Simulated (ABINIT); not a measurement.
# Quasiparticle gap of SnO2 (Cassiterite) in ABINIT

Aim: the G0W0 gap of SnO2 (Cassiterite) on LDA, step by step.

Program: ABINIT 10.8.3. Level of theory: LDA and many-body steps on it, plane waves. Results are calculated unless marked as measured.

**The experiments to reproduce.**

- Gap 3.6 eV: experimental gap quoted from earlier work; bulk crystal (quoted in “Study on the Photocatalytic Properties of Flower-Shaped SnO2”, 2022, pmc:9565917).

Report form: the programs' logs are mostly left out.

## Step 1: The structure

It takes space group P4_2/mnm (No. 136, tetragonal). Conventional cell: a = 4.738 Å, b = 4.738 Å, c = 3.187 Å, α = 90.00°, β = 90.00°, γ = 90.00°. Nearest to Sn lie 6 O at 2.05 to 2.06 Å. Nearest to O lie 3 Sn at 2.05 to 2.06 Å. Farther neighbours and most contacts between anions are not listed.

The cell and positions come from the Crystallography Open Database and are kept as given unless a step says otherwise.

## Step 2: Ground state

This step: ABINIT 10.8.3; DFT, LDA, plane waves, norm-conserving pseudopotentials.

The ground-state density comes first.

Contents of run.abi:

```
acell 3*1.0 Angstrom
rprim 
  4.738000000000 0.000000000000 0.000000000000
  0.000000000000 4.738000000000 0.000000000000
  0.000000000000 0.000000000000 3.186500000000
ntypat 2
znucl 50 8
natom 6
typat 1 1 2 2 2 2
xred 
  0.000000000000 0.000000000000 0.000000000000
  0.500000000000 0.500000000000 0.500000000000
  0.307100000000 0.307100000000 0.000000000000
  0.192900000000 0.807100000000 0.500000000000
  0.692900000000 0.692900000000 0.000000000000
  0.807100000000 0.192900000000 0.500000000000
pp_dirpath "pseudos"
pseudos "Sn.upf, O.upf"
ecut 42
ngkpt 4 4 6
nshiftk 1
shiftk 0 0 0
kptopt 1
chksymbreak 0
nband 41
occopt 1
tolvrs 1e-10
nstep 60
prtwf 0
indata_prefix "in"
outdata_prefix "out"
tmpdata_prefix "tmp"
```

Run with:

```bash
> OMP_NUM_THREADS=1 mpirun -n 8 abinit run.abi > log
```

Wall time 38 s (8 MPI ranks of Arm Neoverse V2, shared host); peak memory 0.72 GiB; 5 min of CPU time.

This step gave:

```
total energy               : -13854.5049 eV
gap                        : 1.138 eV
k of the valence top       : 0, 0, 0
k of the conduction bottom : 0, 0, 0
least direct gap           : 1.138 eV
pressure                   : -3.404 GPa
```

The gap is direct, at Γ.

The cutoff was set for levels, not for stress, so the pressure can be off by some GPa.

## Step 3: Bands along the symmetry lines

The cheap functional maps the bands first; the places of the edges decide which points the dearer methods must see.

Contents of run.abi:

```
acell 3*1.0 Angstrom
rprim 
  4.738000000000 0.000000000000 0.000000000000
  0.000000000000 4.738000000000 0.000000000000
  0.000000000000 0.000000000000 3.186500000000
ntypat 2
znucl 50 8
natom 6
typat 1 1 2 2 2 2
xred 
  0.000000000000 0.000000000000 0.000000000000
  0.500000000000 0.500000000000 0.500000000000
  0.307100000000 0.307100000000 0.000000000000
  0.192900000000 0.807100000000 0.500000000000
  0.692900000000 0.692900000000 0.000000000000
  0.807100000000 0.192900000000 0.500000000000
pp_dirpath "pseudos"
pseudos "Sn.upf, O.upf"
ecut 42
iscf -2
irdden 1
kptopt 0
nkpt 75
kpt 
  0.00000000 0.00000000 0.00000000
  0.00000000 0.06250000 0.00000000
  0.00000000 0.12500000 0.00000000
  0.00000000 0.18750000 0.00000000
  0.00000000 0.25000000 0.00000000
  0.00000000 0.31250000 0.00000000
  0.00000000 0.37500000 0.00000000
  0.00000000 0.43750000 0.00000000
  0.00000000 0.50000000 0.00000000
  0.06250000 0.50000000 0.00000000
  0.12500000 0.50000000 0.00000000
  0.18750000 0.50000000 0.00000000
  0.25000000 0.50000000 0.00000000
  0.31250000 0.50000000 0.00000000
  0.37500000 0.50000000 0.00000000
  0.43750000 0.50000000 0.00000000
  0.50000000 0.50000000 0.00000000
  0.43750000 0.43750000 0.00000000
  0.37500000 0.37500000 0.00000000
  0.31250000 0.31250000 0.00000000
  0.25000000 0.25000000 0.00000000
  0.18750000 0.18750000 0.00000000
  0.12500000 0.12500000 0.00000000
  0.06250000 0.06250000 0.00000000
  0.00000000 0.00000000 0.00000000
  0.00000000 0.00000000 0.06250000
  0.00000000 0.00000000 0.12500000
  0.00000000 0.00000000 0.18750000
  0.00000000 0.00000000 0.25000000
  0.00000000 0.00000000 0.31250000
  0.00000000 0.00000000 0.37500000
  0.00000000 0.00000000 0.43750000
  0.00000000 0.00000000 0.50000000
  0.00000000 0.06250000 0.50000000
  0.00000000 0.12500000 0.50000000
  0.00000000 0.18750000 0.50000000
  0.00000000 0.25000000 0.50000000
  0.00000000 0.31250000 0.50000000
  0.00000000 0.37500000 0.50000000
  0.00000000 0.43750000 0.50000000
  0.00000000 0.50000000 0.50000000
  0.06250000 0.50000000 0.50000000
  0.12500000 0.50000000 0.50000000
  0.18750000 0.50000000 0.50000000
  0.25000000 0.50000000 0.50000000
  0.31250000 0.50000000 0.50000000
  0.37500000 0.50000000 0.50000000
  0.43750000 0.50000000 0.50000000
  0.50000000 0.50000000 0.50000000
  0.43750000 0.43750000 0.50000000
  0.37500000 0.37500000 0.50000000
  0.31250000 0.31250000 0.50000000
  0.25000000 0.25000000 0.50000000
  0.18750000 0.18750000 0.50000000
  0.12500000 0.12500000 0.50000000
  0.06250000 0.06250000 0.50000000
  0.00000000 0.00000000 0.50000000
  0.00000000 0.50000000 0.00000000
  0.00000000 0.50000000 0.06250000
  0.00000000 0.50000000 0.12500000
  0.00000000 0.50000000 0.18750000
  0.00000000 0.50000000 0.25000000
  0.00000000 0.50000000 0.31250000
  0.00000000 0.50000000 0.37500000
  0.00000000 0.50000000 0.43750000
  0.00000000 0.50000000 0.50000000
  0.50000000 0.50000000 0.00000000
  0.50000000 0.50000000 0.06250000
  0.50000000 0.50000000 0.12500000
  0.50000000 0.50000000 0.18750000
  0.50000000 0.50000000 0.25000000
  0.50000000 0.50000000 0.31250000
  0.50000000 0.50000000 0.37500000
  0.50000000 0.50000000 0.43750000
  0.50000000 0.50000000 0.50000000
istwfk *1
nband 46
nbdbuf 7
tolwfr 1e-07
nstep 50
prtwf 0
prtvol 0
indata_prefix "in"
outdata_prefix "out"
tmpdata_prefix "tmp"
```

Run time: 48 s. Hardware: 8 MPI ranks; peak memory 0.86 GiB.

Numbers from this step:

```yaml
gap: 1.138 eV
k_of_the_valence_top: 0, 0, 0
k_of_the_conduction_bottom: 0, 0, 0
least_direct_gap: 1.138 eV
```

The gap is 1.138 eV, as in the run before at this level.

Electronic bands along the path, in eV, zero at the top of the highest filled band:

| point | band 31 | band 32 | band 33 | band 34 | band 35 | band 36 | band 37 | band 38 |
| --- | --- | --- | --- | --- | --- | --- | --- | --- |
| Γ | -1.28 | -0.79 | -0.79 | 0.00 | 1.14 | 5.88 | 6.13 | 6.13 |
| halfway | -1.26 | -1.24 | -0.75 | -0.29 | 2.43 | 5.48 | 6.38 | 6.54 |
| X | -1.23 | -1.23 | -0.65 | -0.65 | 4.27 | 4.27 | 6.85 | 6.85 |
| halfway | -1.29 | -1.29 | -0.78 | -0.78 | 4.45 | 4.45 | 7.09 | 7.09 |
| M | -1.36 | -1.36 | -0.91 | -0.91 | 4.63 | 4.63 | 7.31 | 7.31 |
| halfway | -1.32 | -1.23 | -0.84 | -0.49 | 3.19 | 5.21 | 6.72 | 6.86 |
| Γ | -1.28 | -0.79 | -0.79 | 0.00 | 1.14 | 5.88 | 6.13 | 6.13 |
| halfway | -2.58 | -0.86 | -0.86 | -0.51 | 3.69 | 6.69 | 8.21 | 8.21 |
| Z | -1.69 | -1.69 | -1.28 | -1.28 | 6.00 | 6.00 | 9.53 | 9.53 |
| halfway | -1.45 | -1.45 | -1.15 | -1.15 | 6.10 | 6.10 | 8.61 | 8.61 |
| R | -1.11 | -1.11 | -0.74 | -0.74 | 6.26 | 6.26 | 7.87 | 7.87 |
| halfway | -1.05 | -1.05 | -0.99 | -0.99 | 5.30 | 5.30 | 8.48 | 8.48 |
| A | -0.99 | -0.99 | -0.84 | -0.84 | 4.70 | 4.70 | 8.63 | 8.63 |
| halfway | -1.30 | -1.27 | -1.05 | -1.04 | 5.48 | 6.00 | 7.82 | 9.67 |
| Z | -1.69 | -1.69 | -1.28 | -1.28 | 6.00 | 6.00 | 9.53 | 9.53 |
| jump to X | -1.23 | -1.23 | -0.65 | -0.65 | 4.27 | 4.27 | 6.85 | 6.85 |
| halfway | -1.33 | -1.33 | -0.84 | -0.84 | 5.39 | 5.39 | 8.53 | 8.53 |
| R | -1.11 | -1.11 | -0.74 | -0.74 | 6.26 | 6.26 | 7.87 | 7.87 |
| jump to M | -1.36 | -1.36 | -0.91 | -0.91 | 4.63 | 4.63 | 7.31 | 7.31 |
| halfway | -0.89 | -0.89 | -0.87 | -0.87 | 4.96 | 4.96 | 8.59 | 8.59 |
| A | -0.99 | -0.99 | -0.84 | -0.84 | 4.70 | 4.70 | 8.63 | 8.63 |

## Step 4: Empty states on the mesh, 2×2×4 mesh, 144 bands

The sums over transitions need many empty states on a uniform mesh; this step solves for them.

Contents of run.abi:

```
acell 3*1.0 Angstrom
rprim 
  4.738000000000 0.000000000000 0.000000000000
  0.000000000000 4.738000000000 0.000000000000
  0.000000000000 0.000000000000 3.186500000000
ntypat 2
znucl 50 8
natom 6
typat 1 1 2 2 2 2
xred 
  0.000000000000 0.000000000000 0.000000000000
  0.500000000000 0.500000000000 0.500000000000
  0.307100000000 0.307100000000 0.000000000000
  0.192900000000 0.807100000000 0.500000000000
  0.692900000000 0.692900000000 0.000000000000
  0.807100000000 0.192900000000 0.500000000000
pp_dirpath "pseudos"
pseudos "Sn.upf, O.upf"
ecut 42
ngkpt 2 2 4
nshiftk 1
shiftk 0 0 0
kptopt 1
chksymbreak 0
iscf -2
irdden 1
istwfk *1
nband 144
nbdbuf 12
tolwfr 1e-09
nstep 60
prtvol 0
indata_prefix "in"
outdata_prefix "out"
tmpdata_prefix "tmp"
```

The job ended after 60 s (8 MPI ranks; peak memory 0.69 GiB).

This step gave:

| Property | Result |
| --- | --- |
| gap | 1.138 eV |
| k of the valence top | 0, 0, 0 |
| k of the conduction bottom | 0, 0, 0 |
| least direct gap | 1.138 eV |
| k points computed | 9 |
| lowest point of the top converged band, above the valence top | 61.2232 eV |

On this mesh the gap is 1.138 eV.

## Step 5: Screening, 2×2×4 mesh, 132 bands, screening to 106.1 eV

The RPA dielectric matrix is built and inverted for each q.

This step: RPA screening on LDA, plane waves, norm-conserving pseudopotentials.

run.abi, as its differences from that of step 4:

```diff
@@ -24,10 +24,11 @@
 chksymbreak 0
-iscf -2
-irdden 1
 istwfk *1
-nband 144
-nbdbuf 12
-tolwfr 1e-09
-nstep 60
-prtvol 0
+occopt 1
+irdwfk 1
+optdriver 3
+nband 132
+ecuteps 3.9
+inclvkb 2
+awtr 1
+symchi 1
 indata_prefix "in"
```

Elapsed: 45 s, on 8 MPI ranks; peak memory 2.8 GiB.

This step gave:

```yaml
eps_infinity_with_local_fields_on_this_mesh_along_the_program_s_q_direction: 5.422
the_same_without_local_fields: 5.651
plasma_frequency: 36.20 eV
plane_waves_in_the_screening_matrix: 177
```

Local fields lower ε∞ by 4 %. On a Γ-centred mesh this coarse the value itself is usually too large, while a short band sum pulls it down.

## Step 6: Self-energy, 2×2×4 mesh, 132 bands, screening to 106.1 eV

The self-energy is evaluated for the states that the input lists, and the levels follow from it, in one-shot runs by the linearised quasiparticle equation.

This step: G0W0 on LDA, plane waves, norm-conserving pseudopotentials.

run.abi, as its differences from that of step 5:

```diff
@@ -27,8 +27,25 @@
 irdwfk 1
-optdriver 3
+optdriver 4
 nband 132
+gwcalctyp 0
+ecutsigx 42
+symsigma 1
+nkptgw 6
+kptgw 
+  0.0000000000 0.0000000000 0.0000000000
+  0.5000000000 0.0000000000 0.0000000000
+  0.5000000000 0.5000000000 0.0000000000
+  0.0000000000 0.0000000000 0.5000000000
+  0.5000000000 0.0000000000 0.5000000000
+  0.5000000000 0.5000000000 0.5000000000
+bdgw 
+  32 36
+  33 36
+  33 36
+  33 36
+  33 36
+  33 36
 ecuteps 3.9
-inclvkb 2
-awtr 1
-symchi 1
+irdscr 1
+ppmodel 1
 indata_prefix "in"
```

The job ended after 11 s (8 MPI ranks; peak memory 1.7 GiB).

This step gave:

| Item | Value |
| --- | --- |
| G0W0 gap on the mesh | 2.906 eV |
| starting gap on the mesh | 1.138 eV |
| k of the valence top | 0, 0, 0 |
| k of the conduction bottom | 0, 0, 0 |
| Z at the valence top | 0.792 |
| Z at the conduction bottom | 0.843 |
| least direct G0W0 gap on the computed points | 2.906 eV |

The gap on the mesh goes from 1.14 eV to 2.91 eV, a correction of +1.77 eV.

Limits: finite bands, cutoff and mesh; no spin-orbit coupling; coarse k mesh. v1 is the top filled band, c1 the lowest empty one. The levels before and after the correction (eV, zero at the valence-band top of each column):

|  | conduction bottom | valence top |
| --- | --- | --- |
| Kohn-Sham | 1.14 | 0.00 |
| G0W0 | 2.91 | 0.00 |

|  | level | energy (eV) |
| --- | --- | --- |
| Kohn-Sham | Γ v3-v2 | -0.788 |
| Kohn-Sham | Γ v1 | 0.000 |
| Kohn-Sham | Γ c1 | 1.138 |
| Kohn-Sham | Γ c2 | 5.884 |
| G0W0 | Γ v3-v2 | -0.749 |
| G0W0 | Γ v1 | 0.000 |
| G0W0 | Γ c1 | 2.906 |
| G0W0 | Γ c2 | 8.155 |

## Step 7: Where the time went

Times are wall times on 8 MPI ranks of Arm Neoverse V2, shared host, good to a factor of about two.

| step | time | share | memory (GiB) |
| --- | --- | --- | --- |
| ground state | 38 s | 19 % | 0.72 |
| bands along the symmetry lines | 48 s | 24 % | 0.86 |
| empty states on the mesh | 60 s | 30 % | 0.69 |
| screening | 45 s | 22 % | 2.8 |
| self-energy | 11 s | 5 % | 1.7 |

## Step 8: Summary of results

| Item | Value |
| --- | --- |
| LDA gap | 1.14 eV, direct |
| G0W0 gap on the mesh | 2.91 eV |
| GW settings | 2×2×4 mesh, 132 bands, screening to 106.1 eV, Godby-Needs plasmon pole |
| known limits | not at the basis limit; no spin-orbit coupling; coarse k mesh |

G0W0 moves the gap on the mesh from 1.14 eV to 2.91 eV (+1.77 eV), with Z of 0.79 and 0.84 at the edges. Local fields lower the RPA ε∞ on this mesh from 5.65 to 5.42; a Γ-centred mesh this coarse tends to raise both, most where the direct gap is narrow, while a short band sum lowers them. Against experiment, by G0W0@LDA: the gap of 2.91 eV lies −0.69 eV from the measured 3.6 eV (kind not stated, quoted 2022). The calculation has static nuclei and no excitons; a measured gap holds zero-point and thermal motion, which mostly lowers it. Against the values above the computed gap that would widen the miss. An edge that is forbidden or weak in absorption could explain it, and so could too strong a screening: the start's gap is only 1.14 eV, the mesh is coarse, and one shot does not repair that. Bands and cutoff are finite, so the gap is not at the basis limit. The miss can reach some tenths of an eV and take either sign; the mesh is an error of its own. The 2×2×4 mesh is coarse for this cell, which bears on the long-range parts of exchange and screening. The many-body steps are scalar-relativistic: spin-orbit coupling is not in them.

[Paths, hosts, dates, memory and timing lines, banners, echoed tables and standing remarks are left out of the program output.]

[Logs are printed without paths, hosts, clocks, repeated set-up lines and the standing remarks that a program may print on its own settings, such as how far it seeks lower states.]

[Runs of the session that timed out or met a known fault of the program may be left out.]

[Hosts, paths, dates, database ids (printed as entryN), source tags and the programs' standing remarks are cut or masked in the printed files.]

[G0W0 gaps are taken among the corrected bands and points alone; a level outside them can change the order at an edge.]

[Where Ansatz stands beside ABINIT at settings called matched, ABINIT's density can come from a denser mesh and the files from another edition; pairs whose starting gaps differed by over 0.03 eV were left out, so agreement reads better than it is.]
